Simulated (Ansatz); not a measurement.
# NaGeCl3 (model cell, started as cubic perovskite with Ge in the octahedra): following an unstable mode, part 2 of 3

Aim: this structure of NaGeCl3 (model cell, started as cubic perovskite with Ge in the octahedra) is to be tested for unstable modes, and one is followed downhill.

Ansatz 0.2.0; DFT PBEsol, scalar-relativistic, plane waves, PAW; PAW set soft_1.

So far, highest frequency on the path or at a solved wavevector (cm⁻¹): step 2 (phonons on a q mesh) 269. Also lowest frequency on the path (cm⁻¹): step 2 -89.5.

The structure was built from a prototype and need not be the compound's stable phase.

## Step 6: Relaxation from the frozen mode

Starting from the lowest point found, all atoms and the cell are let go, so that strain and other modes of the same symmetry can join in.

input.yaml

```yaml
crystal:
  lattice:
    - [5.1274103071, 0.0, 0.0]
    - [0.0, 5.1274103071, 0.0]
    - [0.0, 0.0, 5.1274103071]
  atoms:
    - { symbol: Na, position: [0.0, 0.1170181367, 0.0] }
    - { symbol: Ge, position: [0.5, 0.4986810348, 0.5] }
    - { symbol: Cl, position: [0.5, 0.4689844063, 0.0] }
    - { symbol: Cl, position: [0.5, -0.0111542435, 0.5] }
    - { symbol: Cl, position: [0.0, 0.4689844063, 0.5] }
kpoints:
  mp_grid: { grid: [12, 12, 12] }
hamiltonian:
  xc: pbesol
  pseudopotentials: { kind: paw, azcp: { folder: soft_1 }, xc_functional: pbe }
scf:
  occupations: { method: fixed }
output:
  forces: true
  stress: true
  eigenvalues: true
relax:
  adjacent_minimum: "off"
  f_tol: 0.002
  max_steps: 120
  cell: { stress_tol: 0.03 }
```

Started as:

```
$ ansatz run input.yaml --threads 8 --pin off --max-ram 16384MiB --backend cpu --events-out ev --progress --plain --runs-dir out
```

Numbers of over 12 decimals in the logs are rounded to 6 here.

Output:

```text
[...]
Crystal: 5 atoms, lattice volume = 134.801 Å³
Basis set: ecut = 420 eV, 2601 PW (Γ), exchange–correlation on 72×72×72 points (8 copies of the dense FFT grid, shifted against one another)
Bands: 27, of which v1, the nominal top of the filled ones, is band 22 counted from 1 (21 counted from 0)
Symmetry: 8 space group operations
[...]
k-points: 196 of 1728 (time reversal used)
[...]
SCF iter   1: F=—  HF=-8918.718057 eV  |F-HF|=—  |Δ(HF+E_count)|=         —  Δρ=5.07e-2  dr2=3.09e0  ethr=3.10e-3  ⟨swp⟩=5.2  Hψ=21946  notcnv=0  defer=500
[...]
SCF iter  10: F=-8917.276779 eV  HF=-8917.276779 eV  |F-HF|=1.16e-8  |Δ(HF+E_count)|=   1.16e-7  Δρ=2.68e-6  dr2=1.38e-8  ethr=2.27e-10  ⟨swp⟩=13.8  Hψ=30264  notcnv=0
SCF 1 converged in 10 iterations: F = -8917.276779 eV  dr2 = 1.38e-8
[...]
relax step   1: F+E_penalty+E_count = -8917.27677881 eV  Δ(F+E_penalty+E_count) = +0.000e0 eV  max|allowed force component| = 2.432e-1 eV/Å  Δτ_max = 0.0000 Å  P = +0.320 GPa  Ω = 134.801 Å³  (10 SCF iters, dr2 threshold 1.00e-7 eV, accepted)
Crystal: 5 atoms, lattice volume = 137.110 Å³
Basis set: ecut = 420 eV, 2697 PW (Γ), exchange–correlation on 72×72×72 points (8 copies of the dense FFT grid, shifted against one another)
[...]
iter 1 solved again at ethr=1.07e-4 eV; its pass at ethr=3.10e-3 eV (dr2=4.70e-2 eV) is discarded
[...]
SCF iter   7: F=-8917.307807 eV  HF=-8917.307807 eV  |F-HF|=4.01e-7  |Δ(HF+E_count)|=   1.91e-6  Δρ=6.42e-6  dr2=9.80e-8  ethr=1.14e-9  ⟨swp⟩=12.4  Hψ=31497  notcnv=0
SCF 2 converged in 7 iterations: F = -8917.307807 eV  dr2 = 9.80e-8
relax step   2: F+E_penalty+E_count = -8917.30780700 eV  Δ(F+E_penalty+E_count) = -3.103e-2 eV  max|allowed force component| = 2.305e-1 eV/Å  Δτ_max = 0.1027 Å  P = -0.069 GPa  Ω = 137.110 Å³  energy of the carried Pulay correction = -1.309e-4 eV  (7 SCF iters, dr2 threshold 5.00e-7 eV, accepted)
Crystal: 5 atoms, lattice volume = 137.612 Å³
Basis set: ecut = 420 eV, 2721 PW (Γ), exchange–correlation on 72×72×72 points (8 copies of the dense FFT grid, shifted against one another)
[...]
SCF iter   7: F=-8917.358785 eV  HF=-8917.358783 eV  |F-HF|=1.37e-6  |Δ(HF+E_count)|=   1.15e-5  Δρ=9.18e-6  dr2=2.28e-7  ethr=1.14e-9  ⟨swp⟩=12.9  Hψ=31781  notcnv=0
SCF 3 converged in 7 iterations: F = -8917.358785 eV  dr2 = 2.28e-7
relax step   3: F+E_penalty+E_count = -8917.35878462 eV  Δ(F+E_penalty+E_count) = -5.098e-2 eV  max|allowed force component| = 1.396e-1 eV/Å  Δτ_max = 0.1951 Å  P = +0.157 GPa  Ω = 137.612 Å³  energy of the carried Pulay correction = -1.590e-4 eV  (7 SCF iters, dr2 threshold 5.00e-7 eV, accepted)
[... from here on, the SCF cycles and remarks between the steps are left out ...]
relax step   4: F+E_penalty+E_count = -8917.38762440 eV  Δ(F+E_penalty+E_count) = -2.884e-2 eV  max|allowed force component| = 2.063e-1 eV/Å  Δτ_max = 0.1951 Å  P = +0.140 GPa  Ω = 139.821 Å³  energy of the carried Pulay correction = -2.818e-4 eV  (7 SCF iters, dr2 threshold 5.00e-7 eV, accepted)
relax step   5: F+E_penalty+E_count = -8917.41152227 eV  Δ(F+E_penalty+E_count) = -2.390e-2 eV  max|allowed force component| = 2.091e-1 eV/Å  Δτ_max = 0.1384 Å  P = +0.264 GPa  Ω = 141.935 Å³  energy of the carried Pulay correction = -3.974e-4 eV  (7 SCF iters, dr2 threshold 5.00e-7 eV, accepted)
relax step   6: F+E_penalty+E_count = -8917.36625184 eV  Δ(F+E_penalty+E_count) = +4.527e-2 eV  max|allowed force component| = 1.111e0 eV/Å  Δτ_max = 0.1952 Å  P = +1.369 GPa  Ω = 146.828 Å³  energy of the carried Pulay correction = -6.584e-4 eV  (7 SCF iters, dr2 threshold 5.00e-7 eV, rejected (line search))
relax step   7: F+E_penalty+E_count = -8917.43037460 eV  Δ(F+E_penalty+E_count) = -1.885e-2 eV  max|allowed force component| = 1.589e-1 eV/Å  Δτ_max = 0.0761 Å  P = +0.037 GPa  Ω = 146.049 Å³  energy of the carried Pulay correction = -6.174e-4 eV  (11 SCF iters, accepted)
relax step   8: F+E_penalty+E_count = -8917.43178194 eV  Δ(F+E_penalty+E_count) = -1.407e-3 eV  max|allowed force component| = 2.066e-1 eV/Å  Δτ_max = 0.0576 Å  P = +0.111 GPa  Ω = 150.077 Å³  energy of the carried Pulay correction = -8.267e-4 eV  (6 SCF iters, dr2 threshold 5.00e-7 eV, accepted)
relax step   9: F+E_penalty+E_count = -8917.43254420 eV  Δ(F+E_penalty+E_count) = -7.623e-4 eV  max|allowed force component| = 6.810e-2 eV/Å  Δτ_max = 0.0879 Å  P = -0.199 GPa  Ω = 152.023 Å³  energy of the carried Pulay correction = -9.258e-4 eV  (6 SCF iters, dr2 threshold 5.00e-7 eV, accepted)
relax step  10: F+E_penalty+E_count = -8917.43415766 eV  Δ(F+E_penalty+E_count) = -1.613e-3 eV  max|allowed force component| = 7.256e-2 eV/Å  Δτ_max = 0.0481 Å  P = +0.186 GPa  Ω = 149.013 Å³  energy of the carried Pulay correction = -7.720e-4 eV  (7 SCF iters, dr2 threshold 2.90e-7 eV, accepted)
relax step  11: F+E_penalty+E_count = -8917.43505009 eV  Δ(F+E_penalty+E_count) = -8.924e-4 eV  max|allowed force component| = 2.271e-3 eV/Å  Δτ_max = 0.0226 Å  P = +0.006 GPa  Ω = 149.423 Å³  energy of the carried Pulay correction = -7.932e-4 eV  (6 SCF iters, dr2 threshold 3.29e-7 eV, accepted)
relax step  12: F+E_penalty+E_count = -8917.43505894 eV  Δ(F+E_penalty+E_count) = -8.855e-6 eV  max|allowed force component| = 9.963e-4 eV/Å  Δτ_max = 0.0032 Å  P = -0.003 GPa  Ω = 149.373 Å³  energy of the carried Pulay correction = -7.906e-4 eV  (7 SCF iters, dr2 threshold 3.22e-10 eV, accepted)
Basis set: ecut = 420 eV, 2939 PW (Γ), exchange–correlation on 72×80×72 points (8 copies of the dense FFT grid, shifted against one another)
[...]
SCF iter   7: F=-8917.436130 eV  HF=-8917.436130 eV  |F-HF|=2.18e-11  |Δ(HF+E_count)|=  9.90e-10  Δρ=6.59e-8  dr2=1.40e-11  ethr=1.00e-12  ⟨swp⟩=13.4  Hψ=37910  notcnv=0
SCF 13 converged in 7 iterations: F = -8917.436130 eV  dr2 = 1.40e-11
relax step  13: F+E_penalty+E_count = -8917.43613024 eV  Δ(F+E_penalty+E_count) = -1.071e-3 eV  max|allowed force component| = 1.794e-3 eV/Å  Δτ_max = 0.0000 Å  P = +0.001 GPa  Ω = 149.373 Å³  stress off target by 1.03e-3 GPa  SCF on the basis re-selected at this cell (its energy is not comparable with the rows above)  (7 SCF iters)
basis re-selected at this cell: Δ(F+E_penalty+E_count) = -1.071e-3 eV, ΔP = +0.004 GPa vs the last step (what re-selecting the basis moved, of the pressure what is left beyond the Pulay correction that the steps carried, after the strain that the cell walked since its last selection, with what the two solves' SCF thresholds leave and, on support functions, any second-order correction that the steps lacked; it is no measure of the basis error at this ecutwfc). The dense FFT grid was sized anew with the basis: this SCF ran on 36×40×36 points, the steps before it on 36×36×36, so part of this shift can come from that change (see relax.cell in the input reference). [rest of the remark cut]
SCF converged after 7 iterations
Free energy (F): -8917.436130 eV
[...]
Internal energy: -8917.436130 eV  (E = F + TS)
E sigma→0 (E₀):  -8917.436130 eV
Fermi energy:    2.857857 eV
[...]
--- Forces (eV/Å), atoms counted from 1 ---
  atom   1  Na    -0.00000000    -0.00003981    -0.00000000
  atom   2  Ge     0.00000000     0.00136434     0.00000000
  atom   3  Cl    -0.00000000     0.00023604     0.00000000
  atom   4  Cl     0.00000000    -0.00179353     0.00000000
  atom   5  Cl     0.00000000     0.00023604     0.00000000
  max |Σ_I F_I| component: 3.09e-6 eV/Å
--- Stress (GPa, compression-positive) ---
        0.001030       0.000000       0.000000
        0.000000       0.000158      -0.000000
        0.000000      -0.000000       0.001030
  P = ⅓ Tr σ = 0.0007 GPa (0.007 kbar)
--- Band table (eV; the first three rows and the last of 196) ---
  k-point 0: bands = [... 18 lower, -0.3840, -0.3238, -0.0592, -0.0592, 5.2745, 7.4496, 7.4496, 8.2858, ... 1 higher]
  k-point 1: bands = [... 18 lower, -0.3991, -0.3368, -0.0587, -0.0510, 5.3415, 7.3368, 7.4277, 8.3612, ... 1 higher]
  k-point 2: bands = [... 18 lower, -0.4599, -0.3444, -0.0571, -0.0181, 5.5346, 6.9789, 7.3842, 8.4584, ... 1 higher]
  k-point 195: bands = [... 18 lower, -0.1855, 0.2943, 0.2943, 2.8579, 3.8530, 3.8530, 4.4977, 6.4171, ... 1 higher]
--- Relaxed structure (12 steps of the walk, 11 accepted, 1 SCFs on fresh bases) ---
  F+E_penalty+E_count = -8917.43613024 eV   max|allowed force component| = 1.794e-3 eV/Å   (the final SCF, on the basis selected at the relaxed cell)
  cell:  # Å, volume = 149.3732 Å³
    - [5.256344, 0, 0.0]
    - [0, 5.406364, 0.0]
    - [0, 0.0, 5.256344]
  atoms:
    - { symbol: Na, position: [0, 0.259297, 0.0] }
    - { symbol: Ge, position: [0.5, 0.491989, 0.5] }
    - { symbol: Cl, position: [0.5, 0.437007, 0.0] }
    - { symbol: Cl, position: [0.5, -0.082787, 0.5] }
    - { symbol: Cl, position: [0, 0.437007, 0.5] }
```

It took 2.4 min on 8 threads of Arm Neoverse V1, shared host; peak memory 1 GiB; 19 min of CPU time.

The steps of the relaxation:

| step | energy less that of the first step (eV) | largest force component (eV/Å) | pressure (GPa) | volume (Å³) |
| --- | --- | --- | --- | --- |
| 1 | 0.0000 | 0.2432 | 0.32 | 134.80 |
| 2 | -0.0310 | 0.2305 | -0.07 | 137.11 |
| 3 | -0.0820 | 0.1396 | 0.16 | 137.61 |
| 4 | -0.1108 | 0.2063 | 0.14 | 139.82 |
| 5 | -0.1347 | 0.2091 | 0.26 | 141.93 |
| 6 | -0.0895 | 1.1113 | 1.37 | 146.83 |
| 7 | -0.1536 | 0.1589 | 0.04 | 146.05 |
| 8 | -0.1550 | 0.2066 | 0.11 | 150.08 |
| 9 | -0.1558 | 0.0681 | -0.20 | 152.02 |
| 10 | -0.1574 | 0.0726 | 0.19 | 149.01 |
| 11 | -0.1583 | 0.0023 | 0.01 | 149.42 |
| 12 | -0.1583 | 0.0010 | 0.00 | 149.37 |
| 13* | -0.1594 | 0.0018 | 0.00 | 149.37 |

Relaxation steps marked * repeat the geometry before them on a plane-wave basis chosen anew for their cell, so energy and pressure can jump there. Relaxation step 6 was tried and not accepted.

The run keeps the 8 symmetry operations that it works with, so distortions that break them were not tested.

| conventional cell, symmetrised | before | after | change |
| --- | --- | --- | --- |
| a (Å) | 5.127 | 5.256 | +2.5 % |
| b (Å) | 5.127 | 5.256 | +2.5 % |
| c (Å) | 5.127 | 5.406 | +5.4 % |
| volume (Å³/atom) | 26.96 | 29.87 | +10.8 % |

The atoms that moved most (Å, as changes of fractional coordinates times the final cell):

| atom | dx | dy | dz | length |
| --- | --- | --- | --- | --- |
| Na1 | 0.000 | 0.769 | 0.000 | 0.769 |
| Cl4 | 0.000 | -0.387 | 0.000 | 0.387 |
| Cl5 | 0.000 | -0.173 | 0.000 | 0.173 |
| Cl3 | 0.000 | -0.173 | 0.000 | 0.173 |
| Ge2 | 0.000 | -0.036 | 0.000 | 0.036 |

The relaxed structure:

```cif
data_structure
_symmetry_space_group_name_H-M 'P 1'
_symmetry_Int_Tables_number 1
_cell_length_a 5.2563
_cell_length_b 5.4064
_cell_length_c 5.2563
_cell_angle_alpha 90.000
_cell_angle_beta 90.000
_cell_angle_gamma 90.000
_cell_volume 149.37
loop_
_atom_site_label
_atom_site_type_symbol
_atom_site_fract_x
_atom_site_fract_y
_atom_site_fract_z
_atom_site_occupancy
Na1 Na 0.00000 0.25930 0.00000 1
Ge2 Ge 0.50000 0.49199 0.50000 1
Cl3 Cl 0.50000 0.43701 0.00000 1
Cl4 Cl 0.50000 0.91721 0.50000 1
Cl5 Cl 0.00000 0.43701 0.50000 1
```

This step gave:

```
pressure          : 7.39e-4 GPa
gap on the k-mesh : 0.9951 eV
volume per atom   : 29.87 Å³
```

The distorted start has space group P4mm; the relaxation ends in P4mm.

## Step 7: The new phase in its own primitive cell

The relaxed structure is symmetrised, reduced to its primitive cell and relaxed tightly, as its phonons need.

input.yaml, the sections that differ from step 6:

```yaml
crystal:
  lattice:
    - [5.256343765, 0.0, 0.0]
    - [0.0, 5.256343765, 0.0]
    - [0.0, 0.0, 5.4063643001]
  atoms:
    - { symbol: Na, position: [0.0, 0.0, 0.7407026621] }
    - { symbol: Ge, position: [0.5, 0.5, 0.5080111618] }
    - { symbol: Cl, position: [0.5, 0.0, 0.5629927799] }
    - { symbol: Cl, position: [0.5, 0.5, 0.0827868757] }
    - { symbol: Cl, position: [0.0, 0.5, 0.5629927799] }
kpoints:
  mp_grid: { grid: [8, 8, 8] }
relax:
  adjacent_minimum: "off"
  f_tol: 0.001
  max_steps: 60
  cell: { stress_tol: 0.01 }
# hamiltonian, scf, output: as in step 6
```

Output:

```text
[...]
Crystal: 5 atoms, lattice volume = 149.373 Å³
Basis set: ecut = 420 eV, 2939 PW (Γ), exchange–correlation on 72×72×80 points (8 copies of the dense FFT grid, shifted against one another)
Bands: 27, of which v1, the nominal top of the filled ones, is band 22 counted from 1 (21 counted from 0)
Symmetry: 8 space group operations
[...]
k-points: 75 of 512 (time reversal used)
[...]
--- Relaxed structure (4 steps of the walk, 4 accepted, 1 SCFs on fresh bases) ---
[...]
cell:  # Å, volume = 149.5074 Å³
    - [5.257444, 0.0, 0]
    - [0.0, 5.257444, 0.0]
    - [0, 0.0, 5.408954]
  atoms:
    - { symbol: Na, position: [0, 0.0, 0.740380] }
    - { symbol: Ge, position: [0.5, 0.5, 0.507938] }
    - { symbol: Cl, position: [0.5, 0.0, 0.563063] }
    - { symbol: Cl, position: [0.5, 0.5, 0.083042] }
    - { symbol: Cl, position: [0, 0.5, 0.563063] }
[key lines of the parts left out:]
SCF converged after 6 iterations
Free energy (F): -8917.435506 eV
Fermi energy:    2.846339 eV
P = ⅓ Tr σ = -0.0014 GPa (-0.014 kbar)
```

The job ended after 22 s (8 threads; peak memory 0.72 GiB).

Little changed from the start: no atom moved by 0.005 Å and no cell edge by 0.1 %.

Numbers from this step:

```
pressure           : -0.001389 GPa
gap on the k-mesh  : 0.9998 eV
volume per atom    : 29.90 Å³
direct gap on mesh : 0.9998 eV
```

The largest force component left is 0.40 meV/Å and the pressure is -0.001 GPa, within the tolerances set. The cell now holds 29.90 Å³/atom.

[end of part 2 of 3]

[Logs are printed without paths, hosts, clocks, repeated set-up lines and the standing remarks that a program may print on its own settings, such as how far it seeks lower states.]

[Hosts, paths, dates, database ids (printed as entryN), source tags and the programs' standing remarks are cut or masked in the printed files.]
